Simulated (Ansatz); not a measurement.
## LiMgOF (rocksalt [001] superlattice): band gap by G0W0 on LDA

Aim: the quasiparticle gap of LiMgOF (rocksalt [001] superlattice), starting from LDA.

Main program and level: Ansatz 0.2.0; LDA, then G0W0 on it, plane waves, PAW.

Report form: the programs' logs are mostly left out.

### Step 1. The starting structure

The cell holds 12 atoms: 3 Li, 3 F, 3 Mg and 3 O. Cell: a = 2.915 Å, b = 2.915 Å, c = 12.374 Å, α = 90.0°, β = 90.0°, γ = 90.0°. It derives from LiF. Regions: LiF, 6 atoms (3 Li and 3 F); MgO, 6 atoms (3 Mg and 3 O). The structure's axis is c.

The start is a generated structure, not a measured one.

The logs state that the PAW files were generated under PBE.

### Step 2. Relaxing the structure

The structure is relaxed first.

This step: DFT, LDA, plane waves, PAW; PAW set soft_1.

File input.yaml:

```yaml
crystal:
  lattice:
    - [2.9150477054, 0.0, 0.0]
    - [0.0, 2.9150477054, 0.0]
    - [0.0, 0.0, 12.3739986659]
  atoms:
    - { symbol: Li, position: [0.0, 0.0, 0.0871518241] }
    - { symbol: F, position: [0.5, 0.5, 0.0871518241] }
    - { symbol: Li, position: [0.5, 0.5, 0.2461815092] }
    - { symbol: F, position: [0.0, 0.0, 0.2461815092] }
    - { symbol: Li, position: [0.0, 0.0, 0.4052111943] }
    - { symbol: F, position: [0.5, 0.5, 0.4052111943] }
    - { symbol: Mg, position: [0.5, 0.5, 0.5642408794] }
    - { symbol: O, position: [0.0, 0.0, 0.5642408794] }
    - { symbol: Mg, position: [0.0, 0.0, 0.7385445276] }
    - { symbol: O, position: [0.5, 0.5, 0.7385445276] }
    - { symbol: Mg, position: [0.5, 0.5, 0.9128481759] }
    - { symbol: O, position: [0.0, 0.0, 0.9128481759] }
kpoints:
  mp_grid: { grid: [8, 8, 2] }
hamiltonian:
  xc: lda
  pseudopotentials: { kind: paw, azcp: { folder: soft_1 }, xc_functional: pbe }
scf:
  occupations: { method: fermi_dirac, width: 0.02 }
relax:
  f_tol: 0.015
  max_steps: 100
  cell: {}
```

Run with:

```
$ ansatz run input.yaml --threads 4 --pin off --max-ram 17510MiB --backend cpu --events-out ev --progress --plain --runs-dir out
```

Wall time 25 s (4 threads of Arm Neoverse V2, shared host); peak memory 0.45 GiB.

Relaxation path:

```tsv
step	energy less that of the first step (eV)	largest force component (eV/Å)	pressure (GPa)	volume (Å³)
1	0.0000	0.8452	-4.48	105.15
2	-0.0849	0.5512	-2.67	103.39
3	-0.1513	0.0893	0.75	100.49
4	-0.1517	0.0610	0.03	100.97
5	-0.1521	0.0158	-0.03	101.03
6	-0.1521	0.0026	0.00	101.02
7*	-0.1408	0.0023	-0.23	101.02
8	-0.1416	0.0033	0.00	100.84
9*	-0.1409	0.0033	-0.01	100.84
```

Relaxation steps marked * repeat the geometry before them on a plane-wave basis chosen anew for their cell, so energy and pressure can jump there.

The run keeps the 8 symmetry operations that it works with, so distortions that break them were not tested.

```tsv
cell as run	before	after	change
a (Å)	2.915	2.891	-0.8 %
b (Å)	2.915	2.891	-0.8 %
c (Å)	12.374	12.066	-2.5 %
volume (Å³/atom)	8.76	8.40	-4.1 %
```

The atoms that moved most (Å, as changes of fractional coordinates times the final cell):

```tsv
atom	dx	dy	dz	length
F6	0.000	0.000	-0.074	0.074
Li1	0.000	0.000	-0.063	0.063
Mg7	0.000	0.000	0.060	0.060
O12	0.000	0.000	0.058	0.058
O10	0.000	0.000	0.046	0.046
Li3	0.000	0.000	-0.046	0.046
Mg9	0.000	0.000	0.046	0.046
F4	0.000	0.000	-0.046	0.046
```

Final coordinates:

```cif
data_structure
_symmetry_space_group_name_H-M 'P 1'
_symmetry_Int_Tables_number 1
_cell_length_a 2.8909
_cell_length_b 2.8909
_cell_length_c 12.0656
_cell_angle_alpha 90.000
_cell_angle_beta 90.000
_cell_angle_gamma 90.000
_cell_volume 100.84
loop_
_atom_site_label
_atom_site_type_symbol
_atom_site_fract_x
_atom_site_fract_y
_atom_site_fract_z
_atom_site_occupancy
Li1 Li 0.00000 0.00000 0.08197 1
F2 F 0.50000 0.50000 0.08562 1
Li3 Li 0.50000 0.50000 0.24234 1
F4 F 0.00000 0.00000 0.24238 1
Li5 Li 0.00000 0.00000 0.40268 1
F6 F 0.50000 0.50000 0.39910 1
Mg7 Mg 0.50000 0.50000 0.56925 1
O8 O 0.00000 0.00000 0.56712 1
Mg9 Mg 0.00000 0.00000 0.74236 1
O10 O 0.50000 0.50000 0.74239 1
Mg11 Mg 0.50000 0.50000 0.91549 1
O12 O 0.00000 0.00000 0.91765 1
```

### Step 3. Bands along the symmetry lines

Levels along a band path and on the mesh show where this functional puts the band edges.

File input.yaml:

```yaml
crystal:
  lattice:
    - [2.8909357732, 0.0, 0.0]
    - [0.0, 2.8909357732, 0.0]
    - [0.0, 0.0, 12.0656291857]
  atoms:
    - { symbol: Li, position: [0.0, 0.0, 0.0819710343] }
    - { symbol: F, position: [0.5, 0.5, 0.0856236134] }
    - { symbol: Li, position: [0.5, 0.5, 0.2423443631] }
    - { symbol: F, position: [0.0, 0.0, 0.2423774811] }
    - { symbol: Li, position: [0.0, 0.0, 0.4026825649] }
    - { symbol: F, position: [0.5, 0.5, 0.3990998239] }
    - { symbol: Mg, position: [0.5, 0.5, 0.5692509864] }
    - { symbol: O, position: [0.0, 0.0, 0.5671225912] }
    - { symbol: Mg, position: [0.0, 0.0, 0.7423644018] }
    - { symbol: O, position: [0.5, 0.5, 0.7423860717] }
    - { symbol: Mg, position: [0.5, 0.5, 0.9154872497] }
    - { symbol: O, position: [0.0, 0.0, 0.9176460393] }
kpoints:
  mp_grid: { grid: [8, 8, 2] }
  band_path:
    path:
      - [[0.0, 0.0, 0.0], [0.0, 0.5, 0.0], [0.5, 0.5, 0.0], [0.0, 0.0, 0.0], [0.0, 0.0, 0.5], [0.0, 0.5, 0.5], [0.5, 0.5, 0.5], [0.0, 0.0, 0.5]]
      - [[0.0, 0.5, 0.0], [0.0, 0.5, 0.5]]
      - [[0.5, 0.5, 0.0], [0.5, 0.5, 0.5]]
    npoints: 10
hamiltonian:
  xc: lda
  pseudopotentials: { kind: paw, azcp: { folder: soft_1 }, xc_functional: pbe }
scf:
  occupations: { method: fermi_dirac, width: 0.02 }
  n_extra_bands: 8
output:
  eigenvalues: true
  forces: true
  stress: true
  write_density: true
  write_potential: true
  elf: true
  volumetric_format: npy
```

The job ended after 9.6 s (4 threads; peak memory 0.57 GiB; 37 s of CPU time).

This step gave:

* pressure: -0.01142 GPa
* filled bands: 39
* gap: 5.682 eV
* valence top at: Γ
* conduction bottom at: Γ
* least direct gap: 5.682 eV

Over mesh and path the gap is 5.682 eV, direct, at k = Γ.

Electronic bands along the path, in eV, zero at the top of the highest nominally filled band:

```tsv
point	band 36	band 37	band 38	band 39	band 40	band 41	band 42	band 43
Γ	-0.38	-0.38	0.00	0.00	5.68	7.23	7.39	9.81
halfway	-0.84	-0.40	-0.38	-0.13	7.25	7.72	7.81	9.63
X	-0.81	-0.60	-0.37	-0.37	7.82	8.00	8.28	8.75
halfway	-1.49	-1.20	-1.19	-0.77	9.17	9.48	9.85	10.12
M	-1.77	-1.52	-1.16	-0.94	9.66	9.66	10.81	11.06
halfway	-1.50	-1.01	-0.73	-0.49	8.45	8.84	9.08	10.41
Γ	-0.38	-0.38	0.00	0.00	5.68	7.23	7.39	9.81
halfway	-0.38	-0.38	0.00	0.00	5.76	6.76	7.96	9.42
Z	-0.38	-0.38	0.00	0.00	5.86	6.49	8.52	8.87
halfway	-0.84	-0.40	-0.38	-0.13	7.30	7.41	8.53	8.65
R	-0.76	-0.60	-0.37	-0.37	7.60	8.15	8.36	8.99
halfway	-1.48	-1.21	-1.20	-0.76	9.22	9.45	9.84	10.17
A	-1.79	-1.52	-1.16	-0.95	9.66	9.66	10.79	11.03
halfway	-1.48	-1.01	-0.72	-0.49	8.48	8.67	9.47	9.73
Z	-0.38	-0.38	0.00	0.00	5.86	6.49	8.52	8.87
jump to X	-0.81	-0.60	-0.37	-0.37	7.82	8.00	8.28	8.75
halfway	-0.78	-0.60	-0.37	-0.37	7.67	8.21	8.21	8.87
R	-0.76	-0.60	-0.37	-0.37	7.60	8.15	8.36	8.99
jump to M	-1.77	-1.52	-1.16	-0.94	9.66	9.66	10.81	11.06
halfway	-1.78	-1.52	-1.16	-0.94	9.66	9.66	10.80	11.04
A	-1.79	-1.52	-1.16	-0.95	9.66	9.66	10.79	11.03
```

ELF in the ca plane at fractional y = 0.000, with atoms of Li and F and O and Mg within 0.2 Å of it. It is the smooth field of the valence electrons, not physical close to the nuclei.

Values, 5 rows by 16 columns, each cell a mean:
```
0.21 0.49 0.23 0.75 0.75 0.23 0.49 0.22 0.76 0.72 0.44 0.22 0.22 0.43 0.73 0.77
0.07 0.02 0.05 0.39 0.40 0.05 0.02 0.07 0.45 0.54 0.18 0.05 0.05 0.18 0.53 0.46
0.03 0.03 0.02 0.07 0.07 0.02 0.03 0.04 0.13 0.16 0.07 0.08 0.08 0.07 0.16 0.13
0.11 0.04 0.10 0.60 0.61 0.10 0.04 0.11 0.63 0.72 0.28 0.09 0.09 0.28 0.71 0.64
0.26 0.76 0.28 0.73 0.73 0.27 0.76 0.27 0.74 0.62 0.47 0.24 0.23 0.46 0.62 0.75
```
Columns run along c (12.1 Å), rows up along a (2.9 Å). Atoms in or near the plane, at fractional coordinates: Li at (0.08, 0.00), F at (0.24, 0.00), Li at (0.40, 0.00), O at (0.57, 0.00), Mg at (0.74, 0.00), O at (0.92, 0.00).

Valence density in the ca plane at fractional y = 0.000, with atoms of Li and F and O and Mg within 0.2 Å of it. It is the smooth field of the valence electrons, not physical close to the nuclei.

Ten steps, logarithmic in the rise over the least value, from '0' (0 e/Å³) to '9' (25 e/Å³), each cell a mean:
```
1256213676312552135653127972135653
0011001343100110023432102420023432
0000000111000000001111000000001110
0000000000000000000000000000000000
0000000000000000000110000000001110
0000001232100000012321001210012321
1134102565201441124553115751125542
1367313787313773136764128983136763
```
Columns run along c (12.1 Å), rows up along a (2.9 Å). Atoms in or near the plane, at fractional coordinates: Li at (0.08, 0.00), F at (0.24, 0.00), Li at (0.40, 0.00), O at (0.57, 0.00), Mg at (0.74, 0.00), O at (0.92, 0.00).

### Step 4. One-shot GW

G0W0 replaces the xc potential by a self-energy built once from the orbitals of the start. Levels are corrected in the window of bands that the input names, at points of the mesh.

This step: G0W0 on LDA, plane waves, PAW; PAW set soft_1.

input.yaml, the sections that differ from step 3:

```yaml
kpoints:
  mp_grid: { grid: [6, 6, 2] }
scf:
  occupations: { method: fixed }
gw:
  n_empty_bands: 264
  ecut_chi: 110.0
  qp_bands: [v4, c4]
  qp_kpoints: band_edges
  screening: { model: contour_deformation }
# crystal, hamiltonian: as in step 3
# output: removed
```

Wall time 5.1 min (4 threads); peak memory 1.5 GiB.

Numbers from this step:

* bands summed: 303
* RPA ε∞ on this mesh (eigenvalues): 2.475, 2.584, 2.584
* plane waves in the screening matrix: 289
* q-points in the mesh: 72
* G0W0 gap over the corrected points: 8.558 eV
* k of the valence top: 0, 0, 0
* k of the conduction bottom: 0, 0, 0
* starting gap on the mesh: 5.682 eV
* Z at the valence top: 0.8019
* Z at the conduction bottom: 0.8595
* least direct G0W0 gap over the corrected points: 8.558 eV

Over 12 of 20 irreducible mesh points the G0W0 gap is 8.558 eV, direct, at k = Γ. The LDA gap of this run on the mesh is 5.682 eV. The two states that bound the G0W0 gap lie that far apart at the start, so the correction of the gap is 8.558 − 5.682 = +2.876 eV. The start of this run differs from the step before in mesh (8×8×2 and 6×6×2).

Labels follow the order of the start: v1 is the top filled band, c1 the lowest empty one; levels that stay degenerate share a row, the window can cut a multiplet, doubted levels are not marked in this list, bands outside the window were not corrected, and the list may be a part of the corrected levels. Levels before and after the correction, in eV, zero at the valence-band top of each column:

```tsv
	conduction bottom	valence top
Kohn-Sham	5.68	0.00
G0W0	8.56	0.00
```

```tsv
	level	occupation	energy (eV)
Kohn-Sham	Γ v4-v3	2	-0.383
Kohn-Sham	Γ v2-v1	2	0.000
Kohn-Sham	Γ c1	0	5.682
Kohn-Sham	Γ c2	0	7.226
Kohn-Sham	Γ c3	0	7.387
Kohn-Sham	Γ c4	0	9.811
G0W0	Γ v4-v3	2	-0.477
G0W0	Γ v2-v1	2	0.000
G0W0	Γ c1	0	8.558
G0W0	Γ c2	0	10.345
G0W0	Γ c3	0	10.554
G0W0	Γ c4	0	12.617
```

The parts of the quasiparticle energy for the two states that bound the G0W0 gap, in eV on the run's own scale (QP = start + Σx + Σc − Vxc, with Σc at the quasiparticle energy):

```tsv
edge	k	band	start	Σx	Σc	Vxc	Z	QP
valence top	Γ	38	6.007	−26.539	4.231	−21.071	0.802	4.770
conduction bottom	Γ	40	11.689	−9.818	−3.691	−15.148	0.860	13.328
```

### Step 5. Side by side

Each gap is the least one over the points named; times are wall times on shared hosts, not benchmarks. A G0W0 time includes the run's own self-consistent start. Rows marked * are further runs, not shown as steps, whose inputs differ from the G0W0 step on the same start in the columns given; solver thresholds can differ too.

```tsv
level	mesh	files, cutoff	bands summed, screening	points	gap (eV)	valence top	conduction bottom	least direct gap (eV)	time
LDA	8×8×2	soft_1 PAW, 420 eV	-	mesh and path	5.682	Γ	Γ	5.682	9.6 s
G0W0@LDA*	6×6×2	soft_1 PAW, 420 eV	105, 44 eV	12 of 20 irreducible mesh points	8.519	Γ	Γ	8.519	63 s
G0W0@LDA	6×6×2	soft_1 PAW, 420 eV	303, 110 eV	12 of 20 irreducible mesh points	8.558	Γ	Γ	8.558	5.1 min
```

### Step 6. Results

- LDA gap over mesh and path: 5.682 eV, direct, at k = Γ
- G0W0@LDA gap over 12 of 20 irreducible mesh points: 8.558 eV, direct, at k = Γ
- GW settings: 6×6×2 mesh, 264 empty bands, screening to 110 eV, PAW set soft_1 files
- known limits: finite bands, screening cutoff and k mesh; no spin-orbit coupling in G0W0

**Reading.** Over 12 of 20 irreducible mesh points the G0W0 gap is 8.558 eV, direct, at k = Γ. The LDA gap of this run on the mesh is 5.682 eV. The two states that bound the G0W0 gap lie that far apart at the start, so the correction of the gap is 8.558 − 5.682 = +2.876 eV. The valence state moves by 4.770 − 6.007 = −1.237 eV and the conduction state by 13.328 − 11.689 = +1.639 eV, on the run's own scale; with 105 bands the edge states move by −0.967 and +1.869 eV, so the split between the edges depends on the bands and cutoff. Both edges that LDA shows over mesh and path lie at k points where levels were corrected. Levels at other points were not corrected, so a lower G0W0 gap elsewhere in the zone is not ruled out. From 105 bands and 44 eV to 303 bands and 110 eV the gap moves by 8.558 − 8.519 = +0.039 eV; bands and screening cutoff rise together, so their parts are not told apart. Two runs can't test a law of convergence, so the limit is not known. The G0W0 runs are scalar-relativistic. No pair of G0W0 runs that differ in the mesh alone is shown (6×6×2 is a supercell whose nearest images lie 17 Å apart), so the error from the mesh is not known here. G0W0 is shown with one set of atomic data (soft_1 PAW), so the error from the files is not known here.

[Paths, hosts, dates, memory and timing lines, banners, echoed tables and standing remarks are left out of the program output.]

[Logs are printed without paths, hosts, clocks, repeated set-up lines and the standing remarks that a program may print on its own settings, such as how far it seeks lower states.]

[Runs of the session that timed out or met a known fault of the program may be left out.]

[Cells called generated may have been cut or substituted from an entry of the Crystallography Open Database or the Materials Project.]

[Hosts, paths, dates, database ids (printed as entryN), source tags and the programs' standing remarks are cut or masked in the printed files.]

[Where an RPA ε∞ is given, it is that of the G0W0 mesh and is not shown converged in it. Names of k-points follow the symmetry that the program found, which can be lower than the space group named. Band edges on a path are those of the sampled points; other points can move an edge, and change direct to indirect where valleys lie close.]

[Hybrid gaps are those of their k-mesh and are not shown converged in it.]
